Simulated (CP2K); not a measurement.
The C K edge of 3-trifluoromethylfuran was computed by TDDFT (CP2K XAS_TDP, aug-cc-pVDZ, TDA) at these levels: PBE0, PBEh(45%) and PBEh(45%) + GW2X. The first three lines of C2 (bonded to C and 3 F) with a strength over 0.0015, energy in eV and strength:

| run | first | second | third |
| --- | --- | --- | --- |
| 1 | 289.24 (0.057) | 289.97 (0.086) | 291.69 (0.029) |
| 2 | 296.06 (0.055) | 296.78 (0.084) | 298.50 (0.029) |
| 3 | 283.16 (0.019) | 284.61 (0.013) | 284.73 (0.050) |

**Question.** Which run is which?

Run 1: PBEh(45%) (45 % exact exchange). Run 2: PBEh(45%) + GW2X (45 % exact exchange). Run 3: PBE0 (25 % exact exchange). Self-interaction lifts the core level, so the uncorrected lines rise with the share of exact exchange. The GW2X run keeps the spacings of its parent: 0.72 eV between the first two lines in run 2, 0.73 eV in run 1. Its shift is +6.82 eV, since the Kohn–Sham level at this share of exchange lies that far above the quasiparticle level.

[Hosts, paths, dates, database ids (printed as entryN), source tags and the programs' standing remarks are cut or masked in the printed files.]
